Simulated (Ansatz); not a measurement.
# NiSO4 (Cmcm): the host for defect calculations

Aim: the runs on the perfect crystal NiSO4 (Cmcm) that a defect calculation needs first.

Program: Ansatz 0.2.0. Level of theory: plane-wave PAW DFT, PBEsol+U; relaxation of the host's cell and atoms; PAW set soft_1, in the first sound run; inputs show where later runs differ. Results are calculated unless marked as measured.

## (1) Starting point

It takes space group Cmcm (No. 63, orthorhombic). Conventional cell: a = 5.151 Å, b = 7.851 Å, c = 6.265 Å, α = 90.00°, β = 90.00°, γ = 90.00°. Nearest to Ni lie 6 O at 2.00 to 2.09 Å. S has 4 O at 1.45 to 1.50 Å nearest. Nearest to O lie 1 S at 1.50 Å and 2 Ni at 2.09 Å. Nearest to O lie 1 S at 1.45 Å and 1 Ni at 2.00 Å. Farther neighbours and most contacts between anions are not listed.

## (2) Host cell relaxation

Cell and atoms are relaxed together, until forces and stress fall under their thresholds.

Contents of cell/input.yaml:

```yaml
crystal:
  lattice:
    - [2.5756971, -3.9257065, 0.0]
    - [2.5756971, 3.9257065, 0.0]
    - [0.0, 0.0, 6.2652563]
  atoms:
    - { symbol: Ni, position: [0.0, 0.0, 0.0], spin: 2.0 }
    - { symbol: Ni, position: [0.0, 0.0, 0.5], spin: -2.0 }
    - { symbol: S, position: [0.64902564, 0.35097436, 0.75] }
    - { symbol: S, position: [0.35097436, 0.64902564, 0.25] }
    - { symbol: O, position: [0.22891923, 0.30014583, 0.25] }
    - { symbol: O, position: [0.77108077, 0.69985417, 0.75] }
    - { symbol: O, position: [0.30014583, 0.22891923, 0.75] }
    - { symbol: O, position: [0.69985417, 0.77108077, 0.25] }
    - { symbol: O, position: [0.25116574, 0.74883426, 0.44459047] }
    - { symbol: O, position: [0.74883426, 0.25116574, 0.94459047] }
    - { symbol: O, position: [0.74883426, 0.25116574, 0.55540953] }
    - { symbol: O, position: [0.25116574, 0.74883426, 0.05540953] }
magnetization:
  spin_polarized: true
  initial_magnetization: 0
  spin_locking: { lock_magnetization: hard }
basis:
  ecutwfc: 420
  xc_grid: 2
hamiltonian:
  xc: pbesol
  hubbard:
    sites: [{ species: Ni, l: d, u_eff: 4.0 }]
    projectors: ortho-atomic
  pseudopotentials: { kind: paw, azcp: { folder: soft_1 }, xc_functional: pbe }
kpoints:
  mp_grid: { grid: [7, 7, 5] }
scf:
  occupations: { method: fixed }
  max_iter: 100
relax:
  f_tol: 0.005
  max_steps: 60
  cell: {}
output:
  forces: true
  stress: true
checkpoint:
  write: "../cell.run"
  compress: false
  write_wavefunctions: false
  write_every: 100000
```

Run with:

```sh
> ansatz run input.yaml --threads 8 --pin off --max-ram 15073MiB --backend cpu --events-out ev --progress --plain --runs-dir out
```

Numbers of over 12 decimals in the logs are rounded to 6 here.

The log of the run:

```text
[... repeated set-up lines and file paths are left out, and long positions are rounded to six places ...]
Engine: ansatz 0.2.0, aarch64-unknown-linux-gnu
Pseudopotentials: kind: paw
Pseudopotential: Ni, paw, valence charge 18, recommended cutoff 420 eV (normal), soft_1/Ni.paw.azcp
Pseudopotential: S, paw, valence charge 6, recommended cutoff 420 eV (normal), soft_1/S.paw.azcp
Pseudopotential: O, paw, valence charge 6, recommended cutoff 420 eV (normal), soft_1/O.paw.azcp
Functional definition: PBEsol
  exchange = pbesol_x
  correlation = pbesol_c
Crystal: 12 atoms, lattice volume = 126.701 Å³
Basis set: ecut = 420 eV, 2465 PW (Γ), exchange–correlation on 64×64×90 points (8 copies of the dense FFT grid, shifted against one another)
Bands: 60, of which v1, the nominal top of the filled ones, is band 48 counted from 1 (47 counted from 0)
Symmetry: 4 space group operations
Space group: C2/m (ITA 12), of the structure as read, at distance tolerance 5.0e-5 Å
Magnetic group: BNS 63.463 (UNI 561), of the structure as read, at distance tolerance 5.0e-5 Å
k-points: 72 of 245
Non-local potential: Ni, projectors of the file, l = 0: 3, l = 1: 2, l = 2: 3, l = 3: 1
Non-local potential: S, projectors of the file, l = 0: 2, l = 1: 2, l = 2: 1
Non-local potential: O, projectors of the file, l = 0: 2, l = 1: 2, l = 2: 1
PAW form: soft (Blöchl's): semilocal exchange-correlation on the pseudo side does not see the compensation charge
PAW frozen core: Ni, regenerated for the run's functional, and the local potential with it (the file was generated under x = pbe(κ = 0.804, μ = 0.219515), c = pbe(β = 0.066725))
PAW frozen core: S, regenerated for the run's functional, and the local potential with it (the file was generated under x = pbe(κ = 0.804, μ = 0.219515), c = pbe(β = 0.066725))
PAW frozen core: O, regenerated for the run's functional, and the local potential with it (the file was generated under x = pbe(κ = 0.804, μ = 0.219515), c = pbe(β = 0.066725))
PAW one-centre angular grid: Ni, 590 points (default); XC on 64 Gauss nodes
PAW one-centre angular grid: S, 110 points (default); XC on 64 Gauss nodes
PAW one-centre angular grid: O, 110 points (default); XC on 64 Gauss nodes
Initial density: superposition of atomic densities (chi_scale 0.1, normalization cell, long waves kept (reshape's long-wave potential 0.14 eV rms))
Starting moments: Σ|m| = 4 μB on 2 of 12 sites
Starting magnetic order: altermagnet, d-wave, planar spin-momentum locking; spin-degenerate planes through Γ normal to [0 0 1], [1 -1 0] of the run's lattice
Initial wavefunctions: pseudopotential atomic-orbital guess
Functional: x = pbesol(κ = 0.804, μ = 0.123457), c = pbesol(β = 0.046)
SCF iter   1: F=—  HF=-17886.789736 eV  |F-HF|=—  |Δ(HF+E_count)|=         —  Δρ=2.24e-1 (↑2.24e-1 ↓2.24e-1)  dr2=1.72e2  dr2_m=1.59e1  M=0.000 μB ∫|m|=0.286 μB  β_m=0.30  ethr=3.10e-3  ⟨swp⟩=4.6  Hψ=31978  notcnv=0  defer=1440
preconditioner: auto → Resta (q_TF=auto, 2.605 Å⁻¹)  ε∞=4.0  [insulator: Δε(μ)=0.001 eV  Ē_g=17.067 eV  n_scr=36 (ndim 8)  ℏωp=29.5 eV  f_vac=0.048  ε∞_Penn≈4.0]
spin=Collinear: Resta preconditioning applied to the charge; magnetization (m = ρ↑ − ρ↓) channel mixes plain (no charge-response kernel on spin).
SCF iter   2: F=—  HF=-17858.982829 eV  |F-HF|=—  |Δ(HF+E_count)|=    2.78e1  Δρ=7.06e-2 (↑7.06e-2 ↓7.05e-2)  dr2=1.16e1  dr2_m=8.34e-1  M=0.000 μB ∫|m|=3.502 μB  β_m=0.28  ethr=3.10e-3  ⟨swp⟩=4.0  Hψ=20577  notcnv=0  defer=1438
SCF iter   3: F=—  HF=-17857.192442 eV  |F-HF|=—  |Δ(HF+E_count)|=    1.79e0  Δρ=3.73e-2 (↑3.73e-2 ↓3.73e-2)  dr2=3.94e0  dr2_m=3.58e-1  M=0.000 μB ∫|m|=3.414 μB  β_m=0.54  ethr=3.10e-3  ⟨swp⟩=3.0  Hψ=17288  notcnv=0  defer=1440
SCF iter   4: F=—  HF=-17858.592255 eV  |F-HF|=—  |Δ(HF+E_count)|=    1.40e0  Δρ=2.73e-2 (↑2.73e-2 ↓2.73e-2)  dr2=1.39e0  dr2_m=2.98e-1  M=0.000 μB ∫|m|=3.829 μB  β_m=0.67  ethr=3.10e-3  ⟨swp⟩=3.5  Hψ=16953  notcnv=0  defer=1440
SCF iter   5: F=—  HF=-17858.915350 eV  |F-HF|=—  |Δ(HF+E_count)|=   3.23e-1  Δρ=1.72e-2 (↑1.72e-2 ↓1.72e-2)  dr2=7.25e-1  dr2_m=1.04e-1  M=0.000 μB ∫|m|=3.841 μB  β_m=0.64  ethr=1.45e-3  ⟨swp⟩=2.1  Hψ=12646  notcnv=0  defer=1440
SCF iter   6: F=—  HF=-17858.844334 eV  |F-HF|=—  |Δ(HF+E_count)|=   7.10e-2  Δρ=8.95e-3 (↑8.95e-3 ↓8.93e-3)  dr2=1.82e-1  dr2_m=3.98e-2  M=0.000 μB ∫|m|=3.844 μB  β_m=0.66  ethr=7.55e-4  ⟨swp⟩=2.9  Hψ=14328  notcnv=0  defer=1434
SCF iter   7: F=—  HF=-17858.817025 eV  |F-HF|=—  |Δ(HF+E_count)|=   2.73e-2  Δρ=3.39e-3 (↑3.37e-3 ↓3.39e-3)  dr2=2.49e-2  dr2_m=7.29e-3  M=0.000 μB ∫|m|=3.834 μB  β_m=0.83  ethr=1.89e-4  ⟨swp⟩=2.0  Hψ=10772  notcnv=0  defer=1440
SCF iter   8: F=—  HF=-17858.812685 eV  |F-HF|=—  |Δ(HF+E_count)|=   4.34e-3  Δρ=5.74e-4 (↑5.74e-4 ↓5.29e-4)  dr2=6.15e-4  dr2_m=1.18e-4  M=0.000 μB ∫|m|=3.830 μB  β_m=0.92  ethr=2.59e-5  ⟨swp⟩=2.3  Hψ=14985  notcnv=0  defer=1440
SCF iter   9: F=—  HF=-17858.812646 eV  |F-HF|=—  |Δ(HF+E_count)|=   3.93e-5  Δρ=2.11e-4 (↑2.11e-4 ↓1.57e-4)  dr2=8.68e-5  dr2_m=5.20e-6  M=0.000 μB ∫|m|=3.833 μB  β_m=0.90  ethr=6.41e-7  ⟨swp⟩=2.6  Hψ=15428  notcnv=0  defer=1440
SCF iter  10: F=—  HF=-17858.812666 eV  |F-HF|=—  |Δ(HF+E_count)|=   2.04e-5  Δρ=1.66e-4 (↑1.49e-4 ↓1.66e-4)  dr2=5.99e-5  dr2_m=2.67e-6  M=0.000 μB ∫|m|=3.833 μB  β_m=0.83  ethr=9.04e-8  ⟨swp⟩=2.3  Hψ=15009  notcnv=0  defer=1411
SCF iter  11: F=—  HF=-17858.812671 eV  |F-HF|=—  |Δ(HF+E_count)|=   4.47e-6  Δρ=7.29e-5 (↑7.02e-5 ↓7.29e-5)  dr2=9.67e-6  dr2_m=1.12e-6  M=0.000 μB ∫|m|=3.833 μB  β_m=0.92  ethr=6.24e-8  ⟨swp⟩=2.1  Hψ=14644  notcnv=0  defer=1404
SCF iter  12: F=—  HF=-17858.812691 eV  |F-HF|=—  |Δ(HF+E_count)|=   2.00e-5  Δρ=4.87e-5 (↑4.66e-5 ↓4.87e-5)  dr2=3.34e-6  dr2_m=4.97e-7  M=0.000 μB ∫|m|=3.833 μB  β_m=0.86  ethr=1.01e-8  ⟨swp⟩=2.9  Hψ=15681  notcnv=0  defer=1405
SCF iter  13: F=—  HF=-17858.812700 eV  |F-HF|=—  |Δ(HF+E_count)|=   9.49e-6  Δρ=2.74e-5 (↑2.74e-5 ↓2.54e-5)  dr2=1.47e-6  dr2_m=1.53e-7  M=0.000 μB ∫|m|=3.833 μB  β_m=0.93  ethr=3.48e-9  ⟨swp⟩=2.9  Hψ=16492  notcnv=0  defer=1406
SCF iter  14: F=—  HF=-17858.812705 eV  |F-HF|=—  |Δ(HF+E_count)|=   4.77e-6  Δρ=1.85e-5 (↑1.65e-5 ↓1.85e-5)  dr2=9.17e-7  dr2_m=5.27e-8  M=0.000 μB ∫|m|=3.833 μB  β_m=0.90  ethr=1.53e-9  ⟨swp⟩=2.8  Hψ=15234  notcnv=0  defer=1407
SCF iter  15: F=-17858.812705 eV  HF=-17858.812705 eV  |F-HF|=1.45e-8  |Δ(HF+E_count)|=   3.97e-7  Δρ=4.95e-6 (↑4.95e-6 ↓4.75e-6)  dr2=7.12e-8  dr2_m=4.62e-9  M=0.000 μB ∫|m|=3.833 μB  ethr=1.04e-10  ⟨swp⟩=3.9  Hψ=38137  notcnv=0
SCF 1 converged in 15 iterations: F = -17858.812705 eV  dr2 = 7.12e-8
[...]
SCF iter   2: F=—  HF=-17859.058465 eV  |F-HF|=—  |Δ(HF+E_count)|=    2.81e1  Δρ=6.96e-2 (↑6.96e-2 ↓6.96e-2)  dr2=1.16e1  dr2_m=8.02e-1  M=0.000 μB ∫|m|=3.485 μB  β_m=0.28  ethr=3.10e-3  ⟨swp⟩=4.0  Hψ=20688  notcnv=0  defer=1440
SCF iter   3: F=—  HF=-17857.238992 eV  |F-HF|=—  |Δ(HF+E_count)|=    1.82e0  Δρ=3.69e-2 (↑3.69e-2 ↓3.69e-2)  dr2=3.98e0  dr2_m=3.47e-1  M=0.000 μB ∫|m|=3.400 μB  β_m=0.54  ethr=3.10e-3  ⟨swp⟩=3.0  Hψ=17280  notcnv=0  defer=1440
SCF iter   4: F=—  HF=-17858.621198 eV  |F-HF|=—  |Δ(HF+E_count)|=    1.38e0  Δρ=2.74e-2 (↑2.74e-2 ↓2.74e-2)  dr2=1.41e0  dr2_m=3.12e-1  M=0.000 μB ∫|m|=3.825 μB  β_m=0.68  ethr=3.10e-3  ⟨swp⟩=3.5  Hψ=16959  notcnv=0  defer=1438
SCF iter   5: F=—  HF=-17858.971508 eV  |F-HF|=—  |Δ(HF+E_count)|=   3.50e-1  Δρ=1.77e-2 (↑1.77e-2 ↓1.77e-2)  dr2=7.92e-1  dr2_m=1.08e-1  M=0.000 μB ∫|m|=3.838 μB  β_m=0.63  ethr=1.47e-3  ⟨swp⟩=2.1  Hψ=12664  notcnv=0  defer=1440
SCF iter   6: F=—  HF=-17858.888688 eV  |F-HF|=—  |Δ(HF+E_count)|=   8.28e-2  Δρ=9.17e-3 (↑9.17e-3 ↓9.16e-3)  dr2=1.94e-1  dr2_m=4.17e-2  M=0.000 μB ∫|m|=3.843 μB  β_m=0.66  ethr=8.25e-4  ⟨swp⟩=2.9  Hψ=14366  notcnv=0  defer=1440
SCF iter   7: F=—  HF=-17858.859351 eV  |F-HF|=—  |Δ(HF+E_count)|=   2.93e-2  Δρ=3.46e-3 (↑3.44e-3 ↓3.46e-3)  dr2=2.68e-2  dr2_m=7.56e-3  M=0.000 μB ∫|m|=3.832 μB  β_m=0.83  ethr=2.02e-4  ⟨swp⟩=2.0  Hψ=10748  notcnv=0  defer=1440
SCF iter   8: F=—  HF=-17858.854557 eV  |F-HF|=—  |Δ(HF+E_count)|=   4.79e-3  Δρ=5.78e-4 (↑5.78e-4 ↓5.56e-4)  dr2=7.70e-4  dr2_m=9.38e-5  M=0.000 μB ∫|m|=3.828 μB  β_m=0.92  ethr=2.79e-5  ⟨swp⟩=2.3  Hψ=14883  notcnv=0  defer=1440
SCF iter   9: F=—  HF=-17858.854468 eV  |F-HF|=—  |Δ(HF+E_count)|=   8.94e-5  Δρ=1.70e-4 (↑1.70e-4 ↓1.59e-4)  dr2=7.67e-5  dr2_m=3.72e-6  M=0.000 μB ∫|m|=3.831 μB  β_m=0.96  ethr=8.02e-7  ⟨swp⟩=2.9  Hψ=16021  notcnv=0  defer=1440
SCF iter  10: F=—  HF=-17858.854505 eV  |F-HF|=—  |Δ(HF+E_count)|=   3.74e-5  Δρ=1.84e-4 (↑1.84e-4 ↓1.83e-4)  dr2=8.48e-5  dr2_m=2.72e-6  M=0.000 μB ∫|m|=3.831 μB  β_m=0.96  ethr=7.99e-8  ⟨swp⟩=2.4  Hψ=15038  notcnv=0  defer=1409
SCF iter  11: F=—  HF=-17858.854502 eV  |F-HF|=—  |Δ(HF+E_count)|=   3.55e-6  Δρ=8.81e-5 (↑8.81e-5 ↓8.07e-5)  dr2=1.64e-5  dr2_m=9.65e-7  M=0.000 μB ∫|m|=3.831 μB  β_m=0.98  ethr=7.99e-8  ⟨swp⟩=2.1  Hψ=14866  notcnv=0  defer=1392
SCF iter  12: F=—  HF=-17858.854518 eV  |F-HF|=—  |Δ(HF+E_count)|=   1.62e-5  Δρ=4.02e-5 (↑3.99e-5 ↓4.02e-5)  dr2=2.83e-6  dr2_m=3.43e-7  M=0.000 μB ∫|m|=3.831 μB  β_m=0.99  ethr=1.71e-8  ⟨swp⟩=2.6  Hψ=15137  notcnv=0  defer=1399
SCF iter  13: F=—  HF=-17858.854526 eV  |F-HF|=—  |Δ(HF+E_count)|=   7.58e-6  Δρ=3.69e-5 (↑3.69e-5 ↓3.59e-5)  dr2=3.04e-6  dr2_m=1.30e-7  M=0.000 μB ∫|m|=3.831 μB  β_m=0.90  ethr=2.95e-9  ⟨swp⟩=3.0  Hψ=17587  notcnv=0  defer=1401
SCF iter  14: F=—  HF=-17858.854528 eV  |F-HF|=—  |Δ(HF+E_count)|=   2.63e-6  Δρ=1.25e-5 (↑1.21e-5 ↓1.25e-5)  dr2=4.03e-7  dr2_m=3.74e-8  M=0.000 μB ∫|m|=3.831 μB  β_m=0.85  ethr=2.95e-9  ⟨swp⟩=2.0  Hψ=14541  notcnv=0  defer=1403
SCF iter  15: F=—  HF=-17858.854529 eV  |F-HF|=—  |Δ(HF+E_count)|=   6.02e-7  Δρ=7.45e-6 (↑6.97e-6 ↓7.45e-6)  dr2=1.72e-7  dr2_m=6.58e-9  M=0.000 μB ∫|m|=3.831 μB  β_m=0.91  ethr=1.04e-10  ⟨swp⟩=4.0  Hψ=25995  notcnv=0
SCF iter  16: F=—  HF=-17858.854529 eV  |F-HF|=—  |Δ(HF+E_count)|=   7.69e-8  Δρ=6.60e-6 (↑5.71e-6 ↓6.60e-6)  dr2=1.15e-7  dr2_m=2.01e-9  M=0.000 μB ∫|m|=3.831 μB  β_m=0.71  ethr=1.04e-10  ⟨swp⟩=3.0  Hψ=23005  notcnv=0
SCF iter  17: F=-17858.854529 eV  HF=-17858.854529 eV  |F-HF|=3.49e-9  |Δ(HF+E_count)|=   2.45e-8  Δρ=1.73e-6 (↑1.31e-6 ↓1.73e-6)  dr2=6.40e-9  dr2_m=3.64e-10  M=0.000 μB ∫|m|=3.831 μB  ethr=1.04e-10  ⟨swp⟩=2.1  Hψ=16171  notcnv=0
SCF 1 converged in 17 iterations: F = -17858.854529 eV  dr2 = 6.40e-9
a single-point calculation of the run's input, under the relaxation's own `scf.mixing.negative_modes` where the relaxation goes by `scf.lower_state_search: light` itself or types `scf.max_iter`, was made at the relaxed geometry, from the atoms, in 17 SCF [...]
SCF converged after 9 iterations
Stability checked in part: among states of this total moment the steps that led to this state did not find it unstable. No probe was made; neither looks for a lower state of another moment (fixed_total_moment; see scf.lower_state_search)
Magnetization: 0.0000 μB (48.0000 up, 48.0000 down)
Absolute magnetization: 3.8295 μB (∫|ρ↑−ρ↓|, with the PAW one-centre terms)
Spin contamination: 1.9840 ħ² per cell (⟨S²⟩ above its minimum at these occupations)
Per-site moments (μB) at R_I (Å): [(1.671259, 0.826607), (-1.671259, 0.826607), (5.773118324022474e-9, 0.603553), [... 9 left out ...]
Free energy (F): -17858.854529 eV
Harris-Foulkes:  -17858.854529 eV  (|F-HF|=1.82e-11)
Internal energy: -17858.854529 eV  (E = F + TS)
E sigma→0 (E₀):  -17858.854529 eV
Fermi energy:    6.231921 (↑ 6.231921, ↓ 6.231921) eV
--- Per-component energies (eV) ---
  E_band       = -1137.049069
  E_kinetic    = 2247.136888
  E_local      = -11789.227472  (includes V_loc(G=0)·N_el)
  E_nonlocal   = 267.167817
  E_hartree    = 5450.522775
  E_xc         = -959.943428
  E_vxc        = -1173.952678  (∫ρ·V_xc dr)
  E_hubbard    = 1.203172  (on-site DFT+U / exact-exchange correction)
  E_vhub       = -30.785618  (the Hubbard potential's part of the band-sum identity)
  E_paw        = -5686.862704  (= ΣΔE_a)
  E_vpaw       = -1558.441264  (= ΣTr[D̂ρ^β])
  E_aug_tail   = 0.007902  (compensation charges beyond the density's cutoff)
  E_ewald      = -7389.660260
  E_core_change = 0.800781  (= ΣΔE_core)
  E_smearing   = -0.000000  (= −TS)
  E_closure    = 0.000000  (closes the sum)
  Σ components = -17858.854529   (vs F -17858.854529, Δ=0.00e0)
--- Forces (eV/Å), atoms counted from 1 ---
  atom   1  Ni     0.00000000     0.00000000     0.00000000
  atom   2  Ni    -0.00000000     0.00000000     0.00000000
  atom   3  S      0.00000000     0.00118937     0.00000031
  atom   4  S     -0.00000000    -0.00118937    -0.00000031
  atom   5  O      0.00081549     0.00063645     0.00000029
  atom   6  O     -0.00081549    -0.00063645    -0.00000029
  atom   7  O      0.00081549    -0.00063645    -0.00000029
  atom   8  O     -0.00081549     0.00063645     0.00000029
  atom   9  O     -0.00000000     0.00048162     0.00009929
  atom  10  O      0.00000000    -0.00048175     0.00009831
  atom  11  O      0.00000000    -0.00048162    -0.00009929
  atom  12  O     -0.00000000     0.00048175    -0.00009831
  max |Σ_I F_I| component: 4.07e-20 eV/Å
--- Stress (GPa, compression-positive) ---
       -0.009150       0.000000       0.000000
        0.000000      -0.012407      -0.000001
        0.000000      -0.000001       0.020056
  P = ⅓ Tr σ = -0.0005 GPa (-0.005 kbar)
--- Relaxed structure (8 steps of the walk, 8 accepted, 2 SCFs on fresh bases) ---
  F+E_penalty+E_count = -17858.85452893 eV   max|allowed force component| = 1.189e-3 eV/Å   (the final SCF, on the basis selected at the relaxed cell)
  cell:  # Å, volume = 128.2609 Å³
    - [2.578455, -3.934226, -6.520023181655521e-8]
    - [2.578455, 3.934226, 6.520023181655521e-8]
    - [0, 1.0405672536908529e-7, 6.321867]
  atoms:
    - { symbol: Ni, position: [0, 0, 0] }
    - { symbol: Ni, position: [0, 0, 0.500000] }
    - { symbol: S, position: [0.649351, 0.350649, 0.750000] }
    - { symbol: S, position: [0.350649, 0.649351, 0.250000] }
    - { symbol: O, position: [0.227771, 0.297924, 0.250000] }
    - { symbol: O, position: [0.772229, 0.702076, 0.750000] }
    - { symbol: O, position: [0.297924, 0.227771, 0.750000] }
    - { symbol: O, position: [0.702076, 0.772229, 0.250000] }
    - { symbol: O, position: [0.250853, 0.749147, 0.445290] }
    - { symbol: O, position: [0.749147, 0.250853, 0.945290] }
    - { symbol: O, position: [0.749147, 0.250853, 0.554710] }
    - { symbol: O, position: [0.250853, 0.749147, 0.054710] }
```

Elapsed: 3.8 min, on 8 threads of Arm Neoverse N1, shared host; peak memory 1.4 GiB; 28 min of CPU time.

The steps of the relaxation:

```csv
step,energy less that of the first step (eV),largest force component (eV/Å),pressure (GPa),volume (Å³)
1,0.0000,0.7255,3.95,126.70
2,-0.0246,0.4161,2.22,127.50
3,-0.0354,0.0625,0.06,128.31
4,-0.0358,0.0543,-0.02,128.27
5,-0.0362,0.0219,-0.04,128.19
6,-0.0363,0.0063,-0.01,128.17
7,-0.0364,0.0004,0.00,128.16
8,-0.0418,0.0004,0.07,128.16
9,-0.0415,0.0012,0.00,128.26
10*,-0.0418,0.0012,0.00,128.26
```

Relaxation steps marked * repeat the geometry before them on a plane-wave basis chosen anew for their cell, so energy and pressure can jump there. The log counts 2 steps on a newly chosen plane-wave basis, not all of them marked here; energy and pressure can jump at such steps.

Forces are held to the 4 operations that the run works with; a distortion that breaks them can't arise in this run.

| conventional cell, symmetrised | before | after | change |
| --- | --- | --- | --- |
| a (Å) | 5.151 | 5.157 | +0.1 % |
| b (Å) | 7.851 | 7.868 | +0.2 % |
| c (Å) | 6.265 | 6.322 | +0.9 % |
| volume (Å³/atom) | 10.56 | 10.69 | +1.2 % |

Numbers from this step:

```yaml
integral_of_the_absolute_spin_density: 3.830 μB
spin_contamination: 1.984
pressure: -5.00e-4 GPa
```

Site moment by atom:

```csv
atom,site moment (μB)
Ni1,1.67
Ni2,-1.67
S3,0.00
S4,0.00
O5,0.00
O6,0.00
O7,0.00
O8,0.00
O9,-0.02
O10,0.02
O11,-0.02
O12,0.02
```

The relaxation ends with a largest force component of 0.0012 eV/Å and a pressure of 0.00 GPa.

[end of part 1 of 3]

[Logs are printed without paths, hosts, clocks, repeated set-up lines and the standing remarks that a program may print on its own settings, such as how far it seeks lower states.]

[Hosts, paths, dates, database ids (printed as entryN), source tags and the programs' standing remarks are cut or masked in the printed files.]

[Runs of the host that timed out are not shown.]

[For some hosts the program warned that the k-mesh of the response run may be too coarse for force constants and the static dielectric constant; such warnings are not always shown.]
